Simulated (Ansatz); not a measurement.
# K on Ag(111): change of the work function, part 3 of 4

How does one ordered layer of K (top site) change the work function of Ag(111), and what dipole does each adsorbate carry?

Ansatz 0.2.0; plane-wave DFT, LDA, Ansatz PAW.

So far, work function, upper face (eV): step 2 (the clean slab) 4.82; step 3 (adsorbate added) 1.86; step 5 (the covered slab, atoms frozen) 1.86.

## (6) The substrate alone

System of this step: K/Ag(111), substrate alone, atoms held. The cell holds 16 atoms: 16 Ag. Its edges and angles: a = 5.784 Å, b = 5.784 Å, c = 28.481 Å, α = 90.0°, β = 90.0°, γ = 60.0°. Vacuum lies along c.

The second part, atoms unmoved.

Input file input.yaml:

```yaml
crystal:
  lattice:
    - [5.7841334702, 1.0e-10, 0.0]
    - [2.892066735, 5.0092065241, 0.0]
    - [0.0, 0.0, 28.4809529761]
  atoms:
    - { symbol: Ag, position: [0.0, 0.0, 0.3160006622] }
    - { symbol: Ag, position: [0.1666666667, 0.1666666667, 0.3989109006] }
    - { symbol: Ag, position: [0.3333333333, 0.3333333333, 0.4785068584] }
    - { symbol: Ag, position: [0.0, 0.0, 0.551823071] }
    - { symbol: Ag, position: [0.0, 0.5, 0.3160006622] }
    - { symbol: Ag, position: [0.1666666667, 0.6666666667, 0.3989109006] }
    - { symbol: Ag, position: [0.3382907177, 0.8308546412, 0.4771777848] }
    - { symbol: Ag, position: [-0.0006336696, 0.5003168348, 0.5585781296] }
    - { symbol: Ag, position: [0.5, 0.0, 0.3160006622] }
    - { symbol: Ag, position: [0.6666666667, 0.1666666667, 0.3989109006] }
    - { symbol: Ag, position: [0.8308546412, 0.3382907177, 0.4771777848] }
    - { symbol: Ag, position: [0.5003168348, -0.0006336696, 0.5585781296] }
    - { symbol: Ag, position: [0.5, 0.5, 0.3160006622] }
    - { symbol: Ag, position: [0.6666666667, 0.6666666667, 0.3989109006] }
    - { symbol: Ag, position: [0.8308546412, 0.8308546412, 0.4771777848] }
    - { symbol: Ag, position: [0.5003168348, 0.5003168348, 0.5585781296] }
kpoints:
  mp_grid: { grid: [6, 6, 1] }
hamiltonian:
  xc: lda
scf:
  occupations: { method: fermi_dirac, width: 0.1 }
  convergence: { dr2_threshold: 1.0e-08 }
efield:
  axis: 3
  dipole_correction: true
  ramp_position: 0.97
  ramp_width: 0.06
output:
  write_potential: true
  write_density: true
  volumetric_format: npy
```

On the command line:

```sh
$ ansatz run input.yaml --threads 4 --pin off --max-ram 6144MiB --backend cpu --events-out ev --progress --plain --runs-dir out
```

Log:

```text
[...]
Crystal: 16 atoms, lattice volume = 825.205 Å³
Basis set: ecut = 420 eV, 16199 PW (Γ)
Bands: 183, of which v1, the nominal top of the filled ones, is band 152 counted from 1 (151 counted from 0)
Symmetry: 6 space group operations
[...]
k-points: 7 of 36 (time reversal used)
[...]
SCF iter   1: F=—  HF=-119326.061184 eV  |F-HF|=—  |Δ(HF+E_count)|=         —  Δρ=7.22e-3  dr2=4.56e-1  ethr=1.77e-3  p=0.002 e·Å  D=4.65e-4 V/Å  ΔV_dip=-0.01 eV  dr2_dipole=2.58e-3  V_vac-E_F(+/−)=4.77/4.78 eV  ⟨swp⟩=6.9  Hψ=5213  notcnv=0  defer=76
[...]
SCF iter   9: F=-119325.960322 eV  HF=-119325.960322 eV  |F-HF|=1.75e-9  |Δ(HF+E_count)|=   2.88e-9  Δρ=4.18e-7  dr2=1.77e-9  ethr=3.29e-12  p=0.007 e·Å  D=1.60e-3 V/Å  ΔV_dip=-0.05 eV  dr2_dipole=4.53e-12  V_vac-E_F(+/−)=4.83/4.88 eV  ⟨swp⟩=16.6  Hψ=4856  notcnv=0
SCF 1 converged in 9 iterations: F = -119325.960322 eV  dr2 = 1.77e-9
[...]
SCF converged after 9 iterations
Free energy (F): -119325.960322 eV
[...]
Internal energy: -119325.851751 eV  (E = F + TS)
E sigma→0 (E₀):  -119325.906037 eV
Entropy (-TS):   -0.108570 eV (-6.786 meV/atom)
Fermi energy:    2.386406 eV
Dipole field:    D = 0.001598 V/Å  (p = 0.007289 e·Å, saw-weighted, corrected)
Work function:   Φ+ = 4.8317 eV   Φ− = 4.8772 eV
[...]
--- Band table (eV; the first three rows and the last of 7) ---
  k-point 0: bands = [... 148 lower, 2.3598, 2.3718, 2.3718, 2.7021, 3.2232, 3.2299, 3.2299, 3.7021, ... 27 higher]
  k-point 1: bands = [... 148 lower, 1.7293, 1.7672, 2.1811, 2.1817, 2.9341, 2.9347, 3.1141, 3.2543, ... 27 higher]
  k-point 2: bands = [... 148 lower, 0.2884, 1.9947, 2.0134, 2.0299, 2.4235, 2.8154, 2.8282, 4.1080, ... 27 higher]
  k-point 6: bands = [... 148 lower, -0.0550, -0.0300, 1.5317, 1.5642, 1.5952, 3.8773, 3.8815, 3.8940, ... 27 higher]
```

The job ended after 50 s (4 threads of Arm Neoverse V1, shared host; peak memory 3.1 GiB).

Read from the output:

```
energy at zero smearing        : -119325.9060 eV
work function, upper face      : 4.832 eV
work function, lower face      : 4.877 eV
dipole along the normal        : 0.007289 e·Å
step between the vacuum levels : -0.04550 eV
```

The work function of the upper face is 4.83 eV.

## (7) The adsorbate layer alone

System of this step: K/Ag(111), adsorbate layer alone, atoms held. The cell holds 1 atom: 1 K. Cell: a = 5.784 Å, b = 5.784 Å, c = 28.481 Å, α = 90.0°, β = 90.0°, γ = 60.0°. Vacuum lies along c.

The third part; a free layer of atoms may carry a moment, so spin is on.

input.yaml, the sections that differ from step 6:

```yaml
crystal:
  lattice:
    - [5.7841334702, 1.0e-10, 0.0]
    - [2.892066735, 5.0092065241, 0.0]
    - [0.0, 0.0, 28.4809529761]
  atoms:
    - { symbol: K, position: [0.0, 0.0, 0.6522856245], spin: 1.0 }
magnetization:
  spin_polarized: true
# kpoints, hamiltonian, scf, efield, output: as in step 6
```

Log:

```text
[...]
Crystal: 1 atoms, lattice volume = 825.205 Å³
Basis set: ecut = 420 eV, 16199 PW (Γ)
Bands: 9, of which v1, the nominal top of the filled ones, is band 5 counted from 1 (4 counted from 0)
Symmetry: 12 space group operations
k-points: 7 of 36
[...]
Starting moments: Σ|m| = 1 μB on 1 of 1 site
[...]
SCF iter   1: F=—  HF=-1495.532077 eV  |F-HF|=—  |Δ(HF+E_count)|=         —  Δρ=7.84e-3 (↑7.84e-3 ↓6.96e-3)  dr2=3.59e-2  dr2_m=4.12e-1  M=0.052 μB ∫|m|=0.074 μB  β_m=0.30  ethr=3.89e-4  p=0.000 e·Å  D=1.40e-9 V/Å  ΔV_dip=-0.00 eV  dr2_dipole=7.48e-12  V_vac-E_F(+/−)=2.69/2.69 eV  ⟨swp⟩=1.2  Hψ=1466  notcnv=0
[...]
spin=Collinear: Resta preconditioning applied to the charge; magnetization (m = ρ↑ − ρ↓) channel mixes plain (no charge-response kernel on spin).
SCF iter   2: F=—  HF=-1495.625197 eV  |F-HF|=—  |Δ(HF+E_count)|=   9.31e-2  Δρ=5.47e-3 (↑5.47e-3 ↓5.06e-3)  dr2=1.64e-2  dr2_m=2.09e-1  M=0.040 μB ∫|m|=0.056 μB  β_m=0.30  ethr=3.89e-4  p=0.000 e·Å  D=4.81e-7 V/Å  ΔV_dip=-0.00 eV  dr2_dipole=1.84e-13  V_vac-E_F(+/−)=2.67/2.67 eV  ⟨swp⟩=2.2  Hψ=169  notcnv=0  κ⁻¹=1.0e0(r=1)
[...]
SCF iter   7: F=—  HF=-1495.719314 eV  |F-HF|=—  |Δ(HF+E_count)|=   3.09e-3  Δρ=9.61e-4 (↑9.61e-4 ↓9.61e-4)  dr2=6.30e-9  dr2_m=6.99e-3  M=0.010 μB ∫|m|=0.014 μB  β_m=0.32  ethr=1.11e-10  p=0.000 e·Å  D=7.46e-7 V/Å  ΔV_dip=-0.00 eV  dr2_dipole=8.69e-14  V_vac-E_F(+/−)=2.58/2.58 eV  ⟨swp⟩=10.1  Hψ=909  notcnv=0
[...]
spin-set hold released at iteration 7 (site moments contracting): the magnetisation degrees of freedom join the quasi-Newton model from the next iteration; the mixer history was flushed
SCF iter   8: F=—  HF=-1495.720989 eV  |F-HF|=—  |Δ(HF+E_count)|=   1.67e-3  Δρ=6.63e-4 (↑6.63e-4 ↓6.63e-4)  dr2=2.07e-9  dr2_m=3.33e-3  M=0.008 μB ∫|m|=0.010 μB  β_m=0.58  ethr=7.00e-11  p=0.000 e·Å  D=7.00e-7 V/Å  ΔV_dip=-0.00 eV  dr2_dipole=1.97e-15  V_vac-E_F(+/−)=2.58/2.58 eV  ⟨swp⟩=7.9  Hψ=737  notcnv=0  κ⁻¹=1.0e0(r=1)
density mixer auto → broyden: gapped, with many states about μ (density of states about μ 0.82 of a free-electron gas's, 28 screened modes)
SCF iter   9: F=—  HF=-1495.722490 eV  |F-HF|=—  |Δ(HF+E_count)|=   1.50e-3  Δρ=1.17e-5 (↑1.16e-5 ↓1.17e-5)  dr2=8.20e-10  dr2_m=1.02e-6  M=0.001 μB ∫|m|=0.001 μB  β_m=0.43  ethr=2.30e-11  p=0.000 e·Å  D=6.78e-7 V/Å  ΔV_dip=-0.00 eV  dr2_dipole=6.37e-15  V_vac-E_F(+/−)=2.58/2.58 eV  ⟨swp⟩=9.9  Hψ=826  notcnv=0  κ⁻¹=4.8e-5(r=2)
[...]
SCF iter  13: F=-1495.722495 eV  HF=-1495.722495 eV  |F-HF|=7.73e-11  |Δ(HF+E_count)|=  1.03e-10  Δρ=4.10e-9 (↑4.10e-9 ↓2.08e-9)  dr2=8.52e-13  dr2_m=2.45e-14  M=-0.000 μB ∫|m|=0.000 μB  ethr=1.00e-12  p=0.000 e·Å  D=6.94e-7 V/Å  ΔV_dip=-0.00 eV  dr2_dipole=1.54e-19  V_vac-E_F(+/−)=2.58/2.58 eV  ⟨swp⟩=1.0  Hψ=328  notcnv=0
SCF 1 converged in 13 iterations: F = -1495.722495 eV  dr2 = 8.52e-13
[...]
WARN: the starting moments were not kept: the SCF closed with an absolute magnetisation of 2.8e-7 μB, where they sum to 1 μB in size (1 site). That is at most 0.1 of that sum. Measured as dr2_m measures the in/out step, that magnetisation stands 1.7e-14 eV from none, at or under the dr2_threshold of 1.0e-8 eV: it is no larger than a step whose dr2_m would equal this threshold. The system may hold no moment; this SCF  [...]
[...]
this state was not tested for a lower state beside it, because the mixer in use, unlike msr1, does not test its closes by its own steps (another_mixer; see scf.mixing.algorithm and scf.lower_state_search)
SCF converged after 13 iterations
Magnetization: -0.0000 μB (4.5000 up, 4.5000 down)
Absolute magnetization: 0.0000 μB (∫|ρ↑−ρ↓|, with the PAW one-centre terms)
[...]
Per-site moments (μB) at R_I (Å): [(3.545578e-8, 2.385955)]
Free energy (F): -1495.722495 eV
[...]
Internal energy: -1495.692745 eV  (E = F + TS)
E sigma→0 (E₀):  -1495.707620 eV
Entropy (-TS):   -0.029750 eV (-29.750 meV/atom)
Fermi energy:    -2.156697 eV
Dipole field:    D = 0.000001 V/Å  (p = 0.000003 e·Å, saw-weighted, corrected)
Work function:   Φ+ = 2.5840 eV   Φ− = 2.5840 eV
[...]
--- Band table (eV; the first three rows and the last of 14) ---
[...]
```

It took 6.7 s on 4 threads; peak memory 0.79 GiB; 25 s of CPU time.

Read from the output:

- energy at zero smearing: -1495.7076 eV
- work function, upper face: 2.584 eV
- dipole along the normal: 3.16e-6 e·Å

At this spacing and smearing the free layer keeps no moment.

## (8) Where the charge went

This step: plane-wave DFT, LDA, Ansatz PAW; density difference on adsorption (Ansatz 0.2.0).

The densities of the parts are taken from that of the whole and averaged over planes; the first moment of what is left gives the step in the potential.

This step gave:

- largest charge moved: 0.007749 e/Å²
- potential step from the moved charge: -2.878 eV

Planar mean, whole system less its parts. Electron density difference against z:

```csv
z (Å),electron density difference (e/Å³)
5,7.3e-7
6,2.1e-6
7,-4.5e-6
8,-3.5e-5
9,4.9e-5
10,-1.8e-5
11,-1.6e-5
12,1.1e-5
13,-1.1e-4
14,1.9e-4
15,-0.00153
16,-0.00121
17,0.00982
18,-0.00193
19,-0.00263
20,-0.00259
21,-9.4e-4
22,-1.2e-4
23,2.1e-5
24,1.8e-5
25,6.6e-6
26,1.9e-6
27,4.9e-7
```

Planar mean, whole system less its parts. Electrons moved below z against z:

| z (Å) | electrons moved below z (e/Å²) |
| --- | --- |
| 5 | 5.4e-7 |
| 6 | 2.1e-6 |
| 7 | 2.1e-6 |
| 8 | -2.1e-5 |
| 9 | -6.4e-6 |
| 10 | 2.4e-6 |
| 11 | -2.3e-5 |
| 12 | -7.2e-5 |
| 13 | -4.2e-5 |
| 14 | -1.7e-5 |
| 15 | 2.3e-5 |
| 16 | -0.00158 |
| 17 | 0.00356 |
| 18 | 0.00738 |
| 19 | 0.00452 |
| 20 | 0.00201 |
| 21 | 3.6e-4 |
| 22 | -2.4e-5 |
| 23 | -3.8e-5 |
| 24 | -1.6e-5 |
| 25 | -4.9e-6 |
| 26 | -1.4e-6 |
| 27 | -4.6e-7 |

## (9) Varying the input

This step: plane-wave DFT, LDA, Ansatz PAW (Ansatz 0.2.0).

System of this step: KAg16 (K/Ag(111)). The cell holds 17 atoms: 16 Ag and 1 K. Its edges and angles: a = 5.784 Å, b = 5.784 Å, c = 28.481 Å, α = 90.0°, β = 90.0°, γ = 60.0°. Vacuum lies along c.

A run with a changed input: it repeats the earlier run at 0.25 ML with efield.amplitude to 0.02 and efield.dipole_correction from true to false; its output block differs too.

Input file input.yaml:

```yaml
crystal:
  lattice:
    - [5.7841334702, 1.0e-10, 0.0]
    - [2.892066735, 5.0092065241, 0.0]
    - [0.0, 0.0, 28.4809529761]
  atoms:
    - { symbol: Ag, position: [0.0, 0.0, 0.3160006622] }
    - { symbol: Ag, position: [0.1666666667, 0.1666666667, 0.3989109006] }
    - { symbol: Ag, position: [0.3333333333, 0.3333333333, 0.4771612537] }
    - { symbol: Ag, position: [0.0, 0.0, 0.555703069] }
    - { symbol: Ag, position: [0.0, 0.5, 0.3160006622] }
    - { symbol: Ag, position: [0.1666666667, 0.6666666667, 0.3989109006] }
    - { symbol: Ag, position: [0.3333333333, 0.8333333333, 0.4771612537] }
    - { symbol: Ag, position: [0.0, 0.5, 0.555703069] }
    - { symbol: Ag, position: [0.5, 0.0, 0.3160006622] }
    - { symbol: Ag, position: [0.6666666667, 0.1666666667, 0.3989109006] }
    - { symbol: Ag, position: [0.8333333333, 0.3333333333, 0.4771612537] }
    - { symbol: Ag, position: [0.5, 0.0, 0.555703069] }
    - { symbol: Ag, position: [0.5, 0.5, 0.3160006622] }
    - { symbol: Ag, position: [0.6666666667, 0.6666666667, 0.3989109006] }
    - { symbol: Ag, position: [0.8333333333, 0.8333333333, 0.4771612537] }
    - { symbol: Ag, position: [0.5, 0.5, 0.555703069] }
    - { symbol: K, position: [0.0, 0.0, 0.6839993378] }
kpoints:
  mp_grid: { grid: [6, 6, 1] }
hamiltonian:
  xc: lda
scf:
  occupations: { method: fermi_dirac, width: 0.1 }
  convergence: { dr2_threshold: 1.0e-08 }
efield:
  axis: 3
  dipole_correction: false
  ramp_position: 0.97
  ramp_width: 0.06
  amplitude: 0.02
relax:
  f_tol: 0.02
  max_steps: 60
  constraints: [{ sites: [0, 1, 4, 5, 8, 9, 12, 13] }]
output:
  bader: true
  dos: { projected: true, e_range: [-8, 4] }
  write_potential: true
  write_density: true
  volumetric_format: npy
```

Log:

```text
[...]
Crystal: 17 atoms, lattice volume = 825.205 Å³
Basis set: ecut = 420 eV, 16199 PW (Γ)
Bands: 188, of which v1, the nominal top of the filled ones, is band 157 counted from 1 (156 counted from 0)
Symmetry: 6 space group operations
[...]
k-points: 7 of 36 (time reversal used)
[...]
SCF iter   1: F=—  HF=-120823.380439 eV  |F-HF|=—  |Δ(HF+E_count)|=         —  Δρ=7.98e-3  dr2=1.11e1  ethr=1.77e-3  p=0.371 e·Å  V_vac-E_F(+/−)=3.79/3.46 eV  ⟨swp⟩=7.0  Hψ=5262  notcnv=0  defer=76
[...]
SCF iter  12: F=-120822.776486 eV  HF=-120822.776486 eV  |F-HF|=2.79e-9  |Δ(HF+E_count)|=   5.56e-9  Δρ=5.40e-7  dr2=4.65e-9  ethr=3.19e-12  p=0.938 e·Å  V_vac-E_F(+/−)=3.37/3.32 eV  ⟨swp⟩=14.4  Hψ=9198  notcnv=0
SCF 1 converged in 12 iterations: F = -120822.776486 eV  dr2 = 4.65e-9
[...]
relax step   1: F+E_penalty+E_count = -120822.77648553 eV  Δ(F+E_penalty+E_count) = +0.000e0 eV  max|allowed force component| = 6.039e-1 eV/Å  Δτ_max = 0.0000 Å  (12 SCF iters, accepted)
[...]
SCF iter   9: F=-120822.852323 eV  HF=-120822.852323 eV  |F-HF|=1.08e-9  |Δ(HF+E_count)|=   8.03e-9  Δρ=5.97e-7  dr2=4.02e-9  ethr=3.19e-12  p=0.950 e·Å  V_vac-E_F(+/−)=3.35/3.31 eV  ⟨swp⟩=12.9  Hψ=8573  notcnv=0
SCF 2 converged in 9 iterations: F = -120822.852323 eV  dr2 = 4.02e-9
relax step   2: F+E_penalty+E_count = -120822.85232330 eV  Δ(F+E_penalty+E_count) = -7.584e-2 eV  max|allowed force component| = 6.259e-1 eV/Å  Δτ_max = 0.1193 Å  (9 SCF iters, accepted)
SCF iter   1: F=—  HF=-120822.988554 eV  |F-HF|=—  |Δ(HF+E_count)|=         —  Δρ=1.08e-3  dr2=1.46e-2  ethr=8.27e-5  p=0.950 e·Å  V_vac-E_F(+/−)=3.35/3.31 eV  ⟨swp⟩=6.0  Hψ=3088  notcnv=0  defer=105
[...]
SCF iter   9: F=-120822.986472 eV  HF=-120822.986472 eV  |F-HF|=1.06e-9  |Δ(HF+E_count)|=   1.71e-8  Δρ=4.75e-7  dr2=8.38e-9  ethr=3.19e-12  p=0.971 e·Å  V_vac-E_F(+/−)=3.31/3.29 eV  ⟨swp⟩=13.3  Hψ=8524  notcnv=0
SCF 3 converged in 9 iterations: F = -120822.986472 eV  dr2 = 8.38e-9
relax step   3: F+E_penalty+E_count = -120822.98647214 eV  Δ(F+E_penalty+E_count) = -1.341e-1 eV  max|allowed force component| = 5.896e-1 eV/Å  Δτ_max = 0.1953 Å  (9 SCF iters, accepted)
[...]
relax step   4: F+E_penalty+E_count = -120823.09460522 eV  Δ(F+E_penalty+E_count) = -1.081e-1 eV  max|allowed force component| = 4.627e-1 eV/Å  Δτ_max = 0.1948 Å  (9 SCF iters, accepted)
[...]
relax step   5: F+E_penalty+E_count = -120823.16731901 eV  Δ(F+E_penalty+E_count) = -7.271e-2 eV  max|allowed force component| = 2.405e-1 eV/Å  Δτ_max = 0.1950 Å  (10 SCF iters, accepted)
SCF iter   1: F=—  HF=-120823.208089 eV  |F-HF|=—  |Δ(HF+E_count)|=         —  Δρ=1.94e-3  dr2=3.10e-2  ethr=6.49e-5  p=1.003 e·Å  V_vac-E_F(+/−)=3.24/3.23 eV  ⟨swp⟩=6.9  Hψ=4089  notcnv=0  defer=106
[...]
SCF iter  10: F=-120823.199218 eV  HF=-120823.199218 eV  |F-HF|=9.75e-10  |Δ(HF+E_count)|=   4.10e-9  Δρ=4.66e-7  dr2=3.15e-9  ethr=3.19e-12  p=1.001 e·Å  V_vac-E_F(+/−)=3.24/3.23 eV  ⟨swp⟩=13.1  Hψ=8569  notcnv=0
SCF 6 converged in 10 iterations: F = -120823.199218 eV  dr2 = 3.15e-9
relax step   6: F+E_penalty+E_count = -120823.19921786 eV  Δ(F+E_penalty+E_count) = -3.190e-2 eV  max|allowed force component| = 1.545e-2 eV/Å  Δτ_max = 0.2000 Å  (10 SCF iters, accepted)
[...]
SCF converged after 10 iterations
Free energy (F): -120823.199218 eV
[...]
Internal energy: -120823.016571 eV  (E = F + TS)
E sigma→0 (E₀):  -120823.107894 eV
Entropy (-TS):   -0.182647 eV (-10.744 meV/atom)
Fermi energy:    3.902596 eV
Dipole field:    D = 0.219552 V/Å  (p = 1.001239 e·Å, saw-weighted)
Work function:   not extracted (applied field tilts the vacuum); planar V_es + V_field profile in the machine report
[...]
--- Forces (eV/Å), atoms counted from 1 ---
  atom   1  Ag     0.00000000    -0.00000000     0.37845660
  atom   2  Ag     0.02611598     0.01507807    -0.30947324
  atom   3  Ag    -0.00000000     0.00000000     0.00951021
  atom   4  Ag    -0.00000000     0.00000000    -0.00692175
  atom   5  Ag     0.00046751    -0.00026992     0.36882914
  atom   6  Ag     0.00000000    -0.03015613    -0.30947324
  atom   7  Ag    -0.00749003     0.00432437    -0.01545478
  atom   8  Ag     0.00516642    -0.00298283    -0.01543190
  atom   9  Ag    -0.00000000     0.00053984     0.36882914
  atom  10  Ag    -0.02611598     0.01507807    -0.30947324
  atom  11  Ag     0.00000000    -0.00864875    -0.01545478
  atom  12  Ag    -0.00000000     0.00596567    -0.01543190
  atom  13  Ag    -0.00046751    -0.00026992     0.36882914
  atom  14  Ag    -0.00000000     0.00000000    -0.46869504
  atom  15  Ag     0.00749003     0.00432437    -0.01545478
  atom  16  Ag    -0.00516642    -0.00298283    -0.01543190
  atom  17  K      0.00000000     0.00000000     0.00177945
  max |Σ_I F_I| component: 4.63e-4 eV/Å
--- Band table (eV; the first three rows and the last of 7) ---
  k-point 0: bands = [... 153 lower, 3.7432, 3.7432, 3.7745, 4.5430, 4.5637, 4.5637, 4.6337, 5.0669, ... 27 higher]
  k-point 1: bands = [... 153 lower, 3.1232, 3.5751, 3.5900, 3.9523, 4.2716, 4.3086, 4.5184, 4.7872, ... 27 higher]
  k-point 2: bands = [... 153 lower, 3.2659, 3.3950, 3.4195, 3.4418, 4.1504, 4.1741, 4.6639, 5.4008, ... 27 higher]
  k-point 6: bands = [... 153 lower, 1.3160, 2.8132, 2.8307, 2.8499, 4.8760, 4.8937, 4.9073, 5.9895, ... 27 higher]
--- Relaxed structure (6 steps of the walk, 6 accepted, 0 SCFs on fresh bases) ---
  F+E_penalty+E_count = -120823.19921786 eV   max|allowed force component| = 1.545e-2 eV/Å
  atoms:
    - { symbol: Ag, position: [0.0, 0.0, 0.316001] }
    - { symbol: Ag, position: [0.166667, 0.166667, 0.398911] }
    - { symbol: Ag, position: [0.333333, 0.333333, 0.478557] }
    - { symbol: Ag, position: [0, 0, 0.551836] }
    - { symbol: Ag, position: [0.0, 0.5, 0.316001] }
    - { symbol: Ag, position: [0.166667, 0.666667, 0.398911] }
    - { symbol: Ag, position: [0.338354, 0.830823, 0.477209] }
    - { symbol: Ag, position: [-0.000650774, 0.500325, 0.558687] }
    - { symbol: Ag, position: [0.5, 0.0, 0.316001] }
    - { symbol: Ag, position: [0.666667, 0.166667, 0.398911] }
    - { symbol: Ag, position: [0.830823, 0.338354, 0.477209] }
    - { symbol: Ag, position: [0.500325, -0.000650774, 0.558687] }
    - { symbol: Ag, position: [0.5, 0.5, 0.316001] }
    - { symbol: Ag, position: [0.666667, 0.666667, 0.398911] }
    - { symbol: Ag, position: [0.830823, 0.830823, 0.477209] }
    - { symbol: Ag, position: [0.500325, 0.500325, 0.558687] }
    - { symbol: K, position: [0, 0, 0.652247] }
--- Bader charges: 17 sites ---
  site symbol  charge [e]  shift [e]
     0     Ag     -0.0267     0.0000
     1     Ag      0.0162     0.0000
     2     Ag      0.0153     0.0000
     3     Ag     -0.1444     0.0000
     4     Ag     -0.0280     0.0000
     5     Ag      0.0162     0.0000
     6     Ag      0.0091     0.0000
     7     Ag     -0.1731     0.0000
     8     Ag     -0.0280     0.0000
     9     Ag      0.0162     0.0000
    10     Ag      0.0091     0.0000
    11     Ag     -0.1731     0.0000
    12     Ag     -0.0280     0.0000
    13     Ag      0.0134     0.0000
    14     Ag      0.0091     0.0000
    15     Ag     -0.1731     0.0000
    16      K      0.6693     0.0000
  estimated error of the sums over rays = 4.7e-4 e
```

Run time: 4.2 min. Hardware: 4 threads; peak memory 3.4 GiB; 16 min of CPU time.

```
                     quantity  this run  earlier run  difference
dipole along the normal (e·Å)     1.001       0.4680        0.53
```

The applied field differs between the two, so the dipoles differ in any case.

With the dipole correction off, the periodic images add a field of their own to the typed one.

These numbers are not those of the isolated slab.

[end of part 3 of 4]

[Long decimals in the printed logs are rounded to 6 places.]

[Logs are printed without paths, hosts, clocks, repeated set-up lines and the standing remarks that a program may print on its own settings, such as how far it seeks lower states.]

[Hosts, paths, dates, database ids (printed as entryN), source tags and the programs' standing remarks are cut or masked in the printed files.]

[Maps of the electrostatic potential energy from Ansatz leave out the sawtooth potential of an applied field or a dipole correction, so their vacuum need not be flat; planar profiles and work functions include it.]
